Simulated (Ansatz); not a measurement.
# (YN)2(CdO)2 [001] superlattice, started as rocksalt type: relaxing the cell for a phonon run

Task: relax (YN)2(CdO)2 [001] superlattice, started as rocksalt type tightly.

Main program and level: Ansatz 0.2.0; DFT PBEsol, scalar-relativistic, plane waves, PAW.

Report form: the programs' logs are mostly left out.

The structure was built from a prototype and need not be the compound's stable phase.

## Step 1: The structure

The structure is tetragonal, space group P4/nmm (No. 129). Conventional cell: a = 3.387 Å, b = 3.387 Å, c = 9.580 Å, α = 90.00°, β = 90.00°, γ = 90.00°. Nearest to Cd lie 5 O at 2.40 Å and 1 N at 2.40 Å. Nearest to N lie 1 Cd at 2.39 Å and 5 Y at 2.40 Å. Nearest to O lie 5 Cd at 2.40 Å and 1 Y at 2.40 Å. Nearest to Y lie 1 O at 2.39 Å and 5 N at 2.40 Å. Farther neighbours and most contacts between anions are not listed.

Coordinates:

```xyz
8
Lattice="2.3950 2.3950 0.0000 -2.3950 2.3950 0.0000 0.0000 0.0000 9.5800" Properties=species:S:1:pos:R:3 pbc="T T T"
Cd    0.0000    0.0000    4.7900
Cd    0.0000    2.3950    7.1850
N     0.0000    2.3950    0.0000
N     0.0000    0.0000    2.3950
O     0.0000    2.3950    4.7900
O     0.0000    0.0000    7.1850
Y     0.0000    0.0000    0.0000
Y     0.0000    2.3950    2.3950
```

## Step 2: Probe on a coarse mesh

A quick single point on a coarse mesh tells whether the cell has a gap and how far it is from rest, which sets the k mesh and smearing that follow.

The input, input.yaml:

```yaml
crystal:
  lattice:
    - [2.395, 2.395, 0.0]
    - [-2.395, 2.395, 0.0]
    - [0.0, 0.0, 9.58]
  atoms:
    - { symbol: Cd, position: [0.0, 0.0, 0.5] }
    - { symbol: Cd, position: [0.5, 0.5, 0.75] }
    - { symbol: "N", position: [0.5, 0.5, 0.0] }
    - { symbol: "N", position: [0.0, 0.0, 0.25] }
    - { symbol: O, position: [0.5, 0.5, 0.5] }
    - { symbol: O, position: [0.0, 0.0, 0.75] }
    - { symbol: "Y", position: [0.0, 0.0, 0.0] }
    - { symbol: "Y", position: [0.5, 0.5, 0.25] }
kpoints:
  mp_grid: { grid: [6, 6, 2] }
hamiltonian:
  xc: pbesol
scf:
  occupations: { method: gaussian, width: 0.1 }
output:
  forces: true
  stress: true
  eigenvalues: true
```

Launch:

```bash
$ ansatz run input.yaml --threads 8 --pin off --max-ram 14336MiB --backend cpu --events-out ev --progress --plain --runs-dir out
```

Run time: 0.49 s. Hardware: 8 threads of AMD EPYC 9R45, shared host; peak memory 0.66 GiB.

A gap read on the k-mesh alone can miss the band edges.

Numbers from this step:

- pressure: -1.030 GPa
- volume per atom: 13.74 Å³
- gap on the k-mesh: 0.3604 eV
- direct gap on mesh: 0.3718 eV

The coarse mesh shows a gap of 0.36 eV and a pressure of -1.0 GPa.

## Step 3: Rough relaxation

A rough relaxation comes first, because large forces or stress need no tight tolerances yet.

Changes to input.yaml since step 2:

```diff
@@ -24 +24,6 @@
   eigenvalues: true
+relax:
+  adjacent_minimum: "off"
+  f_tol: 0.05
+  max_steps: 80
+  cell: { stress_tol: 0.5 }
```

Elapsed: 3.5 s, on 8 threads; peak memory 0.71 GiB; 22 s of CPU time.

The steps of the relaxation:

```
step  energy less that of the first step (eV)  largest force component (eV/Å)  pressure (GPa)  volume (Å³)
   1                                   0.0000                          1.1282           -1.03       109.90
   2                                   0.3163                          2.1952           -0.40       108.72
   3                                  -0.1976                          0.1938            0.15       108.61
   4                                  -0.2187                          0.1750           -1.01       109.51
   5                                  -0.2236                          0.0459            1.18       108.09
   6                                  -0.2253                          0.0144            0.02       108.83
  7*                                  -0.2264                          0.0148            0.03       108.83
```

Relaxation steps marked * repeat the geometry before them on a plane-wave basis chosen anew for their cell, so energy and pressure can jump there. Relaxation step 2 was tried and not accepted.

The run keeps the 16 symmetry operations that it works with, so distortions that break them were not tested.

```
conventional cell, symmetrised  before  after  change
                         a (Å)   3.387  3.440  +1.6 %
                         b (Å)   3.387  3.440  +1.6 %
                         c (Å)   9.580  9.197  -4.0 %
              volume (Å³/atom)   13.74  13.60  -1.0 %
```

The atoms that moved most (Å, as changes of fractional coordinates times the final cell):

```
atom     dx     dy      dz  length
  Y7  0.000  0.000  -0.082   0.082
  Y8  0.000  0.000   0.082   0.082
  O5  0.000  0.000   0.067   0.067
  O6  0.000  0.000  -0.067   0.067
  N4  0.000  0.000  -0.015   0.015
  N3  0.000  0.000   0.015   0.015
 Cd2  0.000  0.000   0.006   0.006
 Cd1  0.000  0.000  -0.006   0.006
```

The relaxed structure:

```cif
data_structure
_symmetry_space_group_name_H-M 'P 1'
_symmetry_Int_Tables_number 1
_cell_length_a 3.4400
_cell_length_b 3.4400
_cell_length_c 9.1969
_cell_angle_alpha 90.000
_cell_angle_beta 90.000
_cell_angle_gamma 90.000
_cell_volume 108.83
loop_
_atom_site_label
_atom_site_type_symbol
_atom_site_fract_x
_atom_site_fract_y
_atom_site_fract_z
_atom_site_occupancy
Cd1 Cd 0.00000 0.00000 0.49931 1
Cd2 Cd 0.50000 0.50000 0.75069 1
N3 N 0.50000 0.50000 0.00168 1
N4 N 0.00000 0.00000 0.24832 1
O5 O 0.50000 0.50000 0.50733 1
O6 O 0.00000 0.00000 0.74267 1
Y7 Y 0.00000 0.00000 0.99113 1
Y8 Y 0.50000 0.50000 0.25887 1
```

This step gave:

```yaml
pressure: 0.02800 GPa
volume_per_atom: 13.60 Å³
gap_on_the_k_mesh: 0.6885 eV
direct_gap_on_mesh: 0.7107 eV
```

In this step the volume went from 13.74 to 13.60 Å³/atom.

## Step 4: Relaxation

The cell and atoms are relaxed, since residual forces and stress would shift the frequencies.

The input, input.yaml:

```yaml
crystal:
  lattice:
    - [2.4324548653, 2.4324548653, 0.0]
    - [-2.4324548653, 2.4324548653, 0.0]
    - [0.0, 0.0, 9.19691564]
  atoms:
    - { symbol: Cd, position: [0.0, 0.0, 0.4993092496] }
    - { symbol: Cd, position: [0.5, 0.5, 0.7506907504] }
    - { symbol: "N", position: [0.5, 0.5, 0.0016811292] }
    - { symbol: "N", position: [0.0, 0.0, 0.2483188708] }
    - { symbol: O, position: [0.5, 0.5, 0.5073321437] }
    - { symbol: O, position: [0.0, 0.0, 0.7426678563] }
    - { symbol: "Y", position: [0.0, 0.0, -0.0088703635] }
    - { symbol: "Y", position: [0.5, 0.5, 0.2588703635] }
kpoints:
  mp_grid: { grid: [8, 8, 4] }
hamiltonian:
  xc: pbesol
scf:
  occupations: { method: gaussian, width: 0.02 }
output:
  forces: true
  stress: true
  eigenvalues: true
relax:
  adjacent_minimum: "off"
  f_tol: 0.005
  max_steps: 80
  cell: { stress_tol: 0.05 }
```

The job ended after 4.7 s (8 threads; peak memory 0.78 GiB; 32 s of CPU time).

The steps of the relaxation:

```
step  energy less that of the first step (eV)  largest force component (eV/Å)  pressure (GPa)  volume (Å³)
   1                                   0.0000                          0.0143            0.02       108.83
   2                                   0.0002                          0.0361           -0.03       108.90
   3                                  -0.0001                          0.0120            0.03       108.84
   4                                   0.0000                          0.0018           -0.04       108.90
   5                                  -0.0001                          0.0025            0.03       108.86
  6*                                  -0.0002                          0.0025            0.03       108.86
```

Relaxation steps marked * repeat the geometry before them on a plane-wave basis chosen anew for their cell, so energy and pressure can jump there. Relaxation step 2 was tried and not accepted.

The run keeps the 16 symmetry operations that it works with, so distortions that break them were not tested.

```
conventional cell, symmetrised  before  after  change
                         a (Å)   3.440  3.442  +0.1 %
                         b (Å)   3.440  3.442  +0.1 %
                         c (Å)   9.197  9.187  -0.1 %
              volume (Å³/atom)   13.60  13.61  +0.0 %
```

Final coordinates:

```
Cd N O Y
1.0
     2.43405    2.43405    0.00000
    -2.43405    2.43405    0.00000
     0.00000    0.00000    9.18723
Cd N O Y
2 2 2 2
Direct
  0.00000 0.00000 0.49944
  0.50000 0.50000 0.75056
  0.50000 0.50000 0.00145
  0.00000 0.00000 0.24855
  0.50000 0.50000 0.50726
  0.00000 0.00000 0.74274
  0.00000 0.00000 0.99103
  0.50000 0.50000 0.25897
```

Numbers from this step:

| Property | Result |
| --- | --- |
| pressure | 0.02836 GPa |
| gap on the k-mesh | 0.7100 eV |
| volume per atom | 13.61 Å³ |
| direct gap on mesh | 0.7327 eV |

In this step the volume went from 13.60 to 13.61 Å³/atom.

## Step 5: Relaxing to small forces for the phonons

Phonons need a cell at rest on their own settings, so the relaxation is repeated with tight tolerances on forces and stress on the k mesh and occupations of the first response run.

The input, input.yaml:

```yaml
crystal:
  lattice:
    - [2.4340499995, 2.4340499995, 0.0]
    - [-2.4340499995, 2.4340499995, 0.0]
    - [0.0, 0.0, 9.187228607]
  atoms:
    - { symbol: Cd, position: [0.0, 0.0, 0.4994446223] }
    - { symbol: Cd, position: [0.5, 0.5, 0.7505553777] }
    - { symbol: "N", position: [0.5, 0.5, 0.0014518595] }
    - { symbol: "N", position: [0.0, 0.0, 0.2485481405] }
    - { symbol: O, position: [0.5, 0.5, 0.5072626423] }
    - { symbol: O, position: [0.0, 0.0, 0.7427373577] }
    - { symbol: "Y", position: [0.0, 0.0, -0.0089655265] }
    - { symbol: "Y", position: [0.5, 0.5, 0.2589655265] }
kpoints:
  mp_grid: { grid: [8, 8, 4] }
hamiltonian:
  xc: pbesol
scf:
  occupations: { method: fixed }
output:
  forces: true
  stress: true
  eigenvalues: true
relax:
  adjacent_minimum: "off"
  f_tol: 0.001
  max_steps: 60
  cell: { stress_tol: 0.01 }
```

Elapsed: 5.2 s, on 8 threads; peak memory 0.78 GiB.

Little changed from the start: no atom moved by 0.005 Å and no cell edge by 0.1 %.

This step gave:

| Property | Result |
| --- | --- |
| pressure | -0.001492 GPa |
| gap on the k-mesh | 0.7107 eV |
| direct gap on mesh | 0.7335 eV |

The largest force component left is 0.17 meV/Å and the pressure is -0.001 GPa, within the tolerances set. The cell now holds 13.61 Å³/atom.

## Step 6: Results

```
space group after relaxation (within 0.01 Å) : P4/nmm
lattice constant a                           : 3.443 Å
lattice constant b                           : 3.443 Å
lattice constant c                           : 9.187 Å
volume per atom                              : 13.6 Å³
gap on the k-mesh                            : 0.711 eV
```

In words: The largest force component left is 0.17 meV/Å and the pressure is -0.001 GPa, within the tolerances set. The cell now holds 13.61 Å³/atom. The relaxation keeps the symmetry of its start, so it says nothing on stability against lower symmetry. The starting cell was built on a prototype and not taken from a measurement, so the phase need not exist.

[Logs are printed without paths, hosts, clocks, repeated set-up lines and the standing remarks that a program may print on its own settings, such as how far it seeks lower states.]

[Hosts, paths, dates, database ids (printed as entryN), source tags and the programs' standing remarks are cut or masked in the printed files.]
